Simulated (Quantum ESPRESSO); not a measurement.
# Collinear magnetic orders of GaFe3 with Quantum ESPRESSO, part 2 of 2

Wanted: the moments of GaFe3 and the energy of each order that was tried.

Quantum ESPRESSO 7.5; PBEsol; plane waves with GBRV 1.5 PBEsol potentials, no spin-orbit coupling.

So far: The structure; Run 1 (ferro +++).

## Step 3: Start 2: antiferro q=(1/2,1/2,1/2) +−+−+−

The cell is doubled to 8 atoms to hold this order. The wavevector q is in fractions of the reciprocal vectors of the crystal's primitive cell, as the cells of these inputs are built from it; moments change sign between cells as cos(2π q·R).

pw.py reads:

```python
from ase import Atoms
from ase.calculators.espresso import Espresso, EspressoProfile

atoms = Atoms(['Ga', 'Ga', 'Fe', 'Fe', 'Fe', 'Fe', 'Fe', 'Fe'],
    cell=[[7.402, 0.0, 0.0],
         [3.701, 3.701, 0.0],
         [3.701, 0.0, 3.701]],
    scaled_positions=[[0.0, 0.0, 0.0],
         [0.5, 0.0, 0.0],
         [0.5, 0.5, 0.5],
         [0.0, 0.5, 0.5],
         [0.0, 0.0, 0.5],
         [0.5, 0.0, 0.5],
         [0.0, 0.5, 0.0],
         [0.5, 0.5, 0.0]],
    pbc=True,
    magmoms=[0.0, 0.0, 2.8, -2.8, 2.8, -2.8, 2.8, -2.8])
input_data = {
    'control': {'calculation': 'scf', 'prefix': 'pwscf', 'outdir': './tmp', 'disk_io': 'nowf'},
    'system': {'ecutwfc': 40.0, 'ecutrho': 280.0, 'nbnd': 82, 'occupations': 'smearing', 'smearing': 'mp', 'degauss': 0.00734986, 'nspin': 2},
    'electrons': {'conv_thr': 1.6e-08, 'electron_maxstep': 150, 'mixing_beta': 0.5, 'mixing_ndim': 12},
}
atoms.calc = Espresso(
    profile=EspressoProfile(command='mpirun -n 2 pw.x -nk 2', pseudo_dir='pseudo'),
    pseudopotentials={'Fe': 'fe_pbesol_v1.5.uspp.F.UPF', 'Ga': 'ga_pbesol_v1.4.uspp.F.UPF'},
    input_data=input_data,
    kpts=(4, 8, 8),
    koffset=(0, 0, 0))
atoms.get_potential_energy()
energy = atoms.calc.results['free_energy']
print(f'free energy: {energy:.6f} eV')
print('site moments (muB):', atoms.get_magnetic_moments().round(3))
```

espresso.pwi reads:

```
&CONTROL
   calculation      = 'scf'
   outdir           = './tmp'
   prefix           = 'pwscf'
   disk_io          = 'nowf'
   pseudo_dir       = 'pseudo'
/
&SYSTEM
   nbnd             = 82
   ecutwfc          = 40.0
   ecutrho          = 280.0
   occupations      = 'smearing'
   degauss          = 0.00734986
   smearing         = 'mp'
   nspin            = 2
   starting_magnetization(1) = 0.0
   starting_magnetization(2) = 2.8
   starting_magnetization(3) = -2.8
   ntyp             = 3
   nat              = 8
   ibrav            = 0
/
&ELECTRONS
   electron_maxstep = 150
   conv_thr         = 1.6e-08
   mixing_beta      = 0.5
   mixing_ndim      = 12
/
&IONS
/
&CELL
/
&FCP
/
&RISM
/
ATOMIC_SPECIES
Ga  69.723 ga_pbesol_v1.4.uspp.F.UPF
Fe  55.845 fe_pbesol_v1.5.uspp.F.UPF
Fe1 55.845 fe_pbesol_v1.5.uspp.F.UPF

K_POINTS automatic
4 8 8  0 0 0

CELL_PARAMETERS angstrom
7.40200000000000 0.00000000000000 0.00000000000000
3.70100000000000 3.70100000000000 0.00000000000000
3.70100000000000 0.00000000000000 3.70100000000000

ATOMIC_POSITIONS angstrom
Ga  0.0000000000 0.0000000000 0.0000000000  
Ga  3.7010000000 0.0000000000 0.0000000000  
Fe  7.4020000000 1.8505000000 1.8505000000  
Fe1 3.7010000000 1.8505000000 1.8505000000  
Fe  1.8505000000 0.0000000000 1.8505000000  
Fe1 5.5515000000 0.0000000000 1.8505000000  
Fe  1.8505000000 1.8505000000 0.0000000000  
Fe1 5.5515000000 1.8505000000 0.0000000000
```

Launch:

```console
> OMP_NUM_THREADS=1 python3 pw.py > pw.log
```

Log:

```text
[banner, memory and clock lines left out]
free energy: -31716.347805 eV
site moments (muB): [ 0.013 -0.013  2.164 -2.163  2.164 -2.163  2.164 -2.163]

--- espresso.pwo ---
Program PWSCF v.7.5 starts

Warning: card &CELL ignored
Warning: card &FCP ignored
Warning: card &RISM ignored

     Message from routine setup:
     using ibrav=0 with symmetry is DISCOURAGED, use correct ibrav instead

     bravais-lattice index     =            0
     lattice parameter (alat)  =      13.9878  a.u.
     unit-cell volume          =     684.2012 (a.u.)^3
     number of atoms/cell      =            8
     number of atomic types    =            3
     number of electrons       =       134.00
     number of Kohn-Sham states=           82
     kinetic-energy cutoff     =      40.0000  Ry
     charge density cutoff     =     280.0000  Ry
     scf convergence threshold =      1.6E-08
     mixing beta               =       0.5000
     number of iterations used =           12  plain     mixing
     Exchange-correlation= SLA  PW   PSX  PSC
                           (   1   4  10   8   0   0   0)

     celldm(1)=  13.987753  celldm(2)=   0.000000  celldm(3)=   0.000000
     celldm(4)=   0.000000  celldm(5)=   0.000000  celldm(6)=   0.000000

     crystal axes: (cart. coord. in units of alat)
               a(1) = (   1.000000   0.000000   0.000000 )
               a(2) = (   0.500000   0.500000   0.000000 )
               a(3) = (   0.500000   0.000000   0.500000 )

     reciprocal axes: (cart. coord. in units 2 pi/alat)
               b(1) = (  1.000000 -1.000000 -1.000000 )
               b(2) = (  0.000000  2.000000  0.000000 )
               b(3) = (  0.000000  0.000000  2.000000 )

     PseudoPot. # 1 for Ga read from file:
     ga_pbesol_v1.4.uspp.F.UPF
     Pseudo is Ultrasoft + core correction, Zval = 19.0

     PseudoPot. # 2 for Fe read from file:
     fe_pbesol_v1.5.uspp.F.UPF
     Pseudo is Ultrasoft + core correction, Zval = 16.0

     PseudoPot. # 3 for Fe read from file:
     fe_pbesol_v1.5.uspp.F.UPF
     Pseudo is Ultrasoft + core correction, Zval = 16.0

     atomic species   valence    mass     pseudopotential
     Ga               19.00    69.72300     Ga( 1.00)
     Fe               16.00    55.84500     Fe( 1.00)
     Fe1              16.00    55.84500     Fe( 1.00)

     Starting magnetic structure
     atomic species   magnetization
     Ga              0.000
     Fe              0.175
     Fe1            -0.175

     12 Sym. Ops., with inversion, found

   Cartesian axes

     site n.     atom                  positions (alat units)
         1        Ga     tau(   1) = (   0.0000000   0.0000000   0.0000000  )
         2        Ga     tau(   2) = (   0.5000000   0.0000000   0.0000000  )
         3        Fe     tau(   3) = (   1.0000000   0.2500000   0.2500000  )
         4        Fe1    tau(   4) = (   0.5000000   0.2500000   0.2500000  )
         5        Fe     tau(   5) = (   0.2500000   0.0000000   0.2500000  )
         6        Fe1    tau(   6) = (   0.7500000   0.0000000   0.2500000  )
         7        Fe     tau(   7) = (   0.2500000   0.2500000   0.0000000  )
         8        Fe1    tau(   8) = (   0.7500000   0.2500000   0.0000000  )

     number of k points=    35  Methfessel-Paxton smearing, width (Ry)=  0.0073
                       cart. coord. in units 2pi/alat
        k(    1) = (   0.0000000   0.0000000   0.0000000), wk =   0.0039062
        k(    2) = (   0.0000000   0.0000000   0.2500000), wk =   0.0234375
        k(    3) = (   0.0000000   0.0000000   0.5000000), wk =   0.0234375
        k(    4) = (   0.0000000   0.0000000   0.7500000), wk =   0.0234375
        k(    5) = (   0.0000000   0.0000000  -1.0000000), wk =   0.0117188
        [... 30 further k-points ...]

     Dense  grid:    54193 G-vectors     FFT dimensions: (  75,  54,  54)

     Smooth grid:    23409 G-vectors     FFT dimensions: (  60,  40,  40)

     Check: negative core charge=   -0.000049
     Generating pointlists ...
     new r_m :   0.1458 (alat units)  2.0400 (a.u.) for type    1
     new r_m :   0.1458 (alat units)  2.0400 (a.u.) for type    2
     new r_m :   0.1458 (alat units)  2.0400 (a.u.) for type    3

     Initial potential from superposition of free atoms

     starting charge     126.0000, renormalised to     134.0000
     Starting wfcs are  102 randomized atomic wfcs

     Self-consistent Calculation

     iteration #  1     ecut=    40.00 Ry     beta= 0.50
     Davidson diagonalization with overlap
     ethr =  1.00E-02,  avg # of iterations =  2.3

     total energy              =   -2237.49710802 Ry
     estimated scf accuracy    <     145.91844618 Ry

     total magnetization       =    -0.00 Bohr mag/cell
     absolute magnetization    =     7.97 Bohr mag/cell

     iteration #  2     ecut=    40.00 Ry     beta= 0.50
     Davidson diagonalization with overlap
     ethr =  1.00E-02,  avg # of iterations =  4.1

     total energy              =   -2309.94014548 Ry
     estimated scf accuracy    <     216.01146653 Ry

     total magnetization       =     0.01 Bohr mag/cell
     absolute magnetization    =     5.05 Bohr mag/cell

     [... further iterations left out ...]

     iteration # 17     ecut=    40.00 Ry     beta= 0.50
     Davidson diagonalization with overlap
     ethr =  2.22E-09,  avg # of iterations =  2.2

     total energy              =   -2331.10877111 Ry
     estimated scf accuracy    <       0.00000162 Ry

     total magnetization       =     0.00 Bohr mag/cell
     absolute magnetization    =    13.46 Bohr mag/cell

     iteration # 18     ecut=    40.00 Ry     beta= 0.50
     Davidson diagonalization with overlap
     ethr =  1.21E-09,  avg # of iterations =  2.0

     Magnetic moment per site  (integrated on atomic sphere of radius R)
     atom   1 (R=0.146)  charge= 17.4905  magn=  0.0134
     atom   2 (R=0.146)  charge= 17.4906  magn= -0.0134
     atom   3 (R=0.146)  charge= 14.6718  magn=  2.1641
     atom   4 (R=0.146)  charge= 14.6716  magn= -2.1632
     atom   5 (R=0.146)  charge= 14.6717  magn=  2.1641
     atom   6 (R=0.146)  charge= 14.6718  magn= -2.1632
     atom   7 (R=0.146)  charge= 14.6717  magn=  2.1641
     atom   8 (R=0.146)  charge= 14.6718  magn= -2.1632

     End of self-consistent calculation

     [... lines left out ...]
     the Fermi energy is    16.3859 ev

!    total energy              =   -2331.10877140 Ry
     estimated scf accuracy    <       0.00000001 Ry
     smearing contrib. (-TS)   =       0.00039220 Ry
     internal energy E=F+TS    =   -2331.10916360 Ry

     The total energy is F=E-TS. E is the sum of the following terms:
     one-electron contribution =   -1319.13378412 Ry
     hartree contribution      =     733.16737739 Ry
     xc contribution           =    -269.40000289 Ry
     ewald contribution        =   -1475.74275398 Ry

     total magnetization       =     0.00 Bohr mag/cell
     absolute magnetization    =    13.46 Bohr mag/cell

     convergence has been achieved in  18 iterations
```

Wall time 3.3 min (2 MPI ranks of Intel Xeon 6975P-C (Granite Rapids), shared host); peak memory 0.73 GiB; 6.7 min of CPU time.

Spin moment in the atom's sphere by atom:

```
atom  spin moment in the atom's sphere (μB)
 Ga1                                   0.01
 Ga2                                  -0.01
 Fe3                                   2.16
 Fe4                                  -2.16
 Fe5                                   2.16
 Fe6                                  -2.16
 Fe7                                   2.16
 Fe8                                  -2.16
```

This step gave:

- smearing term TS: -0.005336 eV
- magnetization: 0 μB
- absolute magnetization: 13.46 μB
- final state: antiferromagnetic

## Step 4: Run 3 (antiferro q=(0,0,1/2) +−−++−)

The cell is doubled to 8 atoms to hold this order.

pw.py, as its differences from that of step 3:

```diff
@@ -4,15 +4,15 @@
 atoms = Atoms(['Ga', 'Ga', 'Fe', 'Fe', 'Fe', 'Fe', 'Fe', 'Fe'],
-    cell=[[7.402, 0.0, 0.0],
-         [3.701, 3.701, 0.0],
-         [3.701, 0.0, 3.701]],
+    cell=[[3.701, 0.0, 0.0],
+         [0.0, 3.701, 0.0],
+         [0.0, 0.0, 7.402]],
     scaled_positions=[[0.0, 0.0, 0.0],
-         [0.5, 0.0, 0.0],
-         [0.5, 0.5, 0.5],
-         [0.0, 0.5, 0.5],
          [0.0, 0.0, 0.5],
-         [0.5, 0.0, 0.5],
-         [0.0, 0.5, 0.0],
-         [0.5, 0.5, 0.0]],
+         [0.0, 0.5, 0.25],
+         [0.0, 0.5, 0.75],
+         [0.5, 0.0, 0.25],
+         [0.5, 0.0, 0.75],
+         [0.5, 0.5, 0.0],
+         [0.5, 0.5, 0.5]],
     pbc=True,
-    magmoms=[0.0, 0.0, 2.8, -2.8, 2.8, -2.8, 2.8, -2.8])
+    magmoms=[0.0, 0.0, 2.8, -2.8, -2.8, 2.8, 2.8, -2.8])
 input_data = {
@@ -26,3 +26,3 @@
     input_data=input_data,
-    kpts=(4, 8, 8),
+    kpts=(8, 8, 4),
     koffset=(0, 0, 0))
```

Launch:

```console
> OMP_NUM_THREADS=1 python3 pw.py > pw.log
```

Log:

```text
     [... lines left out ...]
free energy: -31716.343051 eV
site moments (muB): [-0.027  0.027  2.261 -2.261 -2.261  2.261  2.307 -2.307]
--- espresso.pwo ---
Program PWSCF v.7.5 starts
     [... lines left out ...]
     number of atoms/cell      =            8
     [... lines left out ...]
     number of electrons       =       134.00
     number of Kohn-Sham states=           82
     kinetic-energy cutoff     =      40.0000  Ry
     charge density cutoff     =     280.0000  Ry
     scf convergence threshold =      1.6E-08
     [... lines left out ...]
      8 Sym. Ops. (no inversion) found
     [... lines left out ...]
     number of k points=    45  Methfessel-Paxton smearing, width (Ry)=  0.0073
     [... lines left out ...]
     iteration # 23     ecut=    40.00 Ry     beta= 0.50
     [... lines left out ...]
     Magnetic moment per site  (integrated on atomic sphere of radius R)
     atom   1 (R=0.292)  charge= 17.4933  magn= -0.0266
     atom   2 (R=0.292)  charge= 17.4941  magn=  0.0266
     atom   3 (R=0.292)  charge= 14.6691  magn=  2.2607
     atom   4 (R=0.292)  charge= 14.6690  magn= -2.2606
     atom   5 (R=0.292)  charge= 14.6690  magn= -2.2606
     atom   6 (R=0.292)  charge= 14.6691  magn=  2.2607
     atom   7 (R=0.292)  charge= 14.6683  magn=  2.3073
     atom   8 (R=0.292)  charge= 14.6692  magn= -2.3073
     [... lines left out ...]
     the Fermi energy is    16.5198 ev
!    total energy              =   -2331.10842197 Ry
     estimated scf accuracy    <          6.6E-09 Ry
     smearing contrib. (-TS)   =      -0.00037598 Ry
     [... lines left out ...]
     total magnetization       =     0.00 Bohr mag/cell
     absolute magnetization    =    14.20 Bohr mag/cell
     convergence has been achieved in  23 iterations
```

The job ended after 3.9 min (2 MPI ranks; peak memory 0.78 GiB).

Spin moment in the atom's sphere by atom:

```
atom  spin moment in the atom's sphere (μB)
 Ga1                                  -0.03
 Ga2                                   0.03
 Fe3                                   2.26
 Fe4                                  -2.26
 Fe5                                  -2.26
 Fe6                                   2.26
 Fe7                                   2.31
 Fe8                                  -2.31
```

Numbers from this step:

```yaml
smearing_term_ts: 0.005115 eV
magnetization: 0 μB
absolute_magnetization: 14.20 μB
final_state: antiferromagnetic
```

## Step 5: Run 4, typed as antiferro q=(0,1/2,1/2) +−+−+−

The cell is doubled to 8 atoms to hold this order.

pw.py, as its differences from that of step 4:

```diff
@@ -5,14 +5,14 @@
     cell=[[3.701, 0.0, 0.0],
-         [0.0, 3.701, 0.0],
-         [0.0, 0.0, 7.402]],
+         [0.0, 7.402, 0.0],
+         [0.0, 3.701, 3.701]],
     scaled_positions=[[0.0, 0.0, 0.0],
+         [0.0, 0.5, 0.0],
          [0.0, 0.0, 0.5],
-         [0.0, 0.5, 0.25],
-         [0.0, 0.5, 0.75],
-         [0.5, 0.0, 0.25],
-         [0.5, 0.0, 0.75],
-         [0.5, 0.5, 0.0],
-         [0.5, 0.5, 0.5]],
+         [0.0, 0.5, 0.5],
+         [0.5, 0.75, 0.5],
+         [0.5, 0.25, 0.5],
+         [0.5, 0.25, 0.0],
+         [0.5, 0.75, 0.0]],
     pbc=True,
-    magmoms=[0.0, 0.0, 2.8, -2.8, -2.8, 2.8, 2.8, -2.8])
+    magmoms=[0.0, 0.0, 2.8, -2.8, 2.8, -2.8, 2.8, -2.8])
 input_data = {
@@ -26,3 +26,3 @@
     input_data=input_data,
-    kpts=(8, 8, 4),
+    kpts=(8, 4, 8),
     koffset=(0, 0, 0))
```

Launch:

```console
> OMP_NUM_THREADS=1 python3 pw.py > pw.log
```

Log:

```text
     [... lines left out ...]
free energy: -31716.634593 eV
site moments (muB): [ 0.004 -0.004  2.307 -2.307  2.334 -2.334  2.334 -2.334]
--- espresso.pwo ---
Program PWSCF v.7.5 starts
     [... lines left out ...]
     number of atoms/cell      =            8
     [... lines left out ...]
     number of electrons       =       134.00
     number of Kohn-Sham states=           82
     kinetic-energy cutoff     =      40.0000  Ry
     charge density cutoff     =     280.0000  Ry
     scf convergence threshold =      1.6E-08
     [... lines left out ...]
      4 Sym. Ops. (no inversion) found
     [... lines left out ...]
     number of k points=    65  Methfessel-Paxton smearing, width (Ry)=  0.0073
     [... lines left out ...]
     iteration # 20     ecut=    40.00 Ry     beta= 0.50
     [... lines left out ...]
     Magnetic moment per site  (integrated on atomic sphere of radius R)
     atom   1 (R=0.292)  charge= 17.4922  magn=  0.0039
     atom   2 (R=0.292)  charge= 17.4926  magn= -0.0039
     atom   3 (R=0.292)  charge= 14.6720  magn=  2.3072
     atom   4 (R=0.292)  charge= 14.6724  magn= -2.3073
     atom   5 (R=0.292)  charge= 14.6673  magn=  2.3338
     atom   6 (R=0.292)  charge= 14.6673  magn= -2.3338
     atom   7 (R=0.292)  charge= 14.6673  magn=  2.3338
     atom   8 (R=0.292)  charge= 14.6673  magn= -2.3338
     [... lines left out ...]
     the Fermi energy is    16.4662 ev
!    total energy              =   -2331.12984986 Ry
     estimated scf accuracy    <          3.6E-09 Ry
     smearing contrib. (-TS)   =       0.00009344 Ry
     [... lines left out ...]
     total magnetization       =     0.00 Bohr mag/cell
     absolute magnetization    =    14.50 Bohr mag/cell
     convergence has been achieved in  20 iterations
```

Elapsed: 5.7 min, on 2 MPI ranks; peak memory 0.94 GiB.

Numbers from this step:

```yaml
smearing_term_ts: -0.001271 eV
magnetization: 0 μB
absolute_magnetization: 14.50 μB
final_state: antiferromagnetic
largest_moment: 2.334 μB
```

## Step 6: Run 5, typed as no spin polarisation

pw.py reads:

```python
from ase import Atoms
from ase.calculators.espresso import Espresso, EspressoProfile

atoms = Atoms(['Ga', 'Fe', 'Fe', 'Fe'],
    cell=[[3.701, 0.0, 0.0],
         [0.0, 3.701, 0.0],
         [0.0, 0.0, 3.701]],
    scaled_positions=[[0.0, 0.0, 0.0],
         [0.0, 0.5, 0.5],
         [0.5, 0.0, 0.5],
         [0.5, 0.5, 0.0]],
    pbc=True)
input_data = {
    'control': {'calculation': 'scf', 'prefix': 'pwscf', 'outdir': './tmp', 'disk_io': 'nowf'},
    'system': {'ecutwfc': 40.0, 'ecutrho': 280.0, 'nbnd': 43, 'occupations': 'smearing', 'smearing': 'mp', 'degauss': 0.00734986},
    'electrons': {'conv_thr': 8e-09, 'electron_maxstep': 150, 'mixing_beta': 0.5, 'mixing_ndim': 12},
}
atoms.calc = Espresso(
    profile=EspressoProfile(command='mpirun -n 2 pw.x -nk 2', pseudo_dir='pseudo'),
    pseudopotentials={'Fe': 'fe_pbesol_v1.5.uspp.F.UPF', 'Ga': 'ga_pbesol_v1.4.uspp.F.UPF'},
    input_data=input_data,
    kpts=(8, 8, 8),
    koffset=(0, 0, 0))
atoms.get_potential_energy()
energy = atoms.calc.results['free_energy']
print(f'free energy: {energy:.6f} eV')
```

Launch:

```console
> OMP_NUM_THREADS=1 python3 pw.py > pw.log
```

Log:

```text
     [... lines left out ...]
free energy: -15857.082874 eV
--- espresso.pwo ---
Program PWSCF v.7.5 starts
     [... lines left out ...]
     number of atoms/cell      =            4
     [... lines left out ...]
     number of electrons       =        67.00
     number of Kohn-Sham states=           43
     kinetic-energy cutoff     =      40.0000  Ry
     charge density cutoff     =     280.0000  Ry
     scf convergence threshold =      8.0E-09
     [... lines left out ...]
     48 Sym. Ops., with inversion, found
     [... lines left out ...]
     number of k points=    35  Methfessel-Paxton smearing, width (Ry)=  0.0073
     [... lines left out ...]
     iteration # 16     ecut=    40.00 Ry     beta= 0.50
     [... lines left out ...]
     the Fermi energy is    16.1108 ev
!    total energy              =   -1165.47419655 Ry
     estimated scf accuracy    <          1.4E-10 Ry
     smearing contrib. (-TS)   =      -0.00050761 Ry
     [... lines left out ...]
     convergence has been achieved in  16 iterations
```

Wall time 18 s (2 MPI ranks); peak memory 0.31 GiB; 35 s of CPU time.

Numbers from this step:

* smearing term TS: 0.006906 eV
* final state: non-magnetic (no spin polarisation)

## Step 7: The states side by side

An order is kept where moments of 0.15 μB or more survive with the typed signs; meshes match where a doubled cell samples the same k points as the first cell.

Orders:

```
                           start        final state  typed order kept  energy over the lowest (meV a seeded atom)  largest site moment (μB)  net moment (μB a cell of the first run)  mesh matched  CPU time (s)
                       ferro +++      ferromagnetic               yes                                           0                     2.442                                     7.09           yes         65.31
antiferro q=(1/2,1/2,1/2) +-+-+-  antiferromagnetic               yes                                       251.4                     2.164                                 0.001266           yes           401
    antiferro q=(0,0,1/2) +--++-  antiferromagnetic               yes                                       252.2                     2.307                                        0           yes         466.6
  antiferro q=(0,1/2,1/2) +-+-+-  antiferromagnetic               yes                                       203.6                     2.334                                        0           yes         684.9
            no spin polarisation       non-magnetic                 -                                         615                         0                                        0           yes         34.85
```

## Step 8: Outcome

| Property | Result |
| --- | --- |
| lowest state found | ferromagnetic (from ferro +++) |
| largest site moment | 2.44 μB |
| next state with moments | antiferromagnetic, 204 meV a seeded atom higher |
| state without moments | 615 meV a seeded atom higher |

**Reading.** Only these 5 starts were compared; other wavevectors, canted and longer-period orders were not. The smearing is not Fermi–Dirac, so its width is no temperature.

[Logs and program files are shortened in this print: banners, set-up blocks, solver, clock and traceback lines can be left out without a mark of their own.]

[Logs are printed without paths, hosts, clocks, repeated set-up lines and the standing remarks that a program may print on its own settings, such as how far it seeks lower states.]

[Hosts, paths, dates, database ids (printed as entryN), source tags and the programs' standing remarks are cut or masked in the printed files.]

[Where a cell is said to come from a database of computed structures, the database is the Materials Project.]
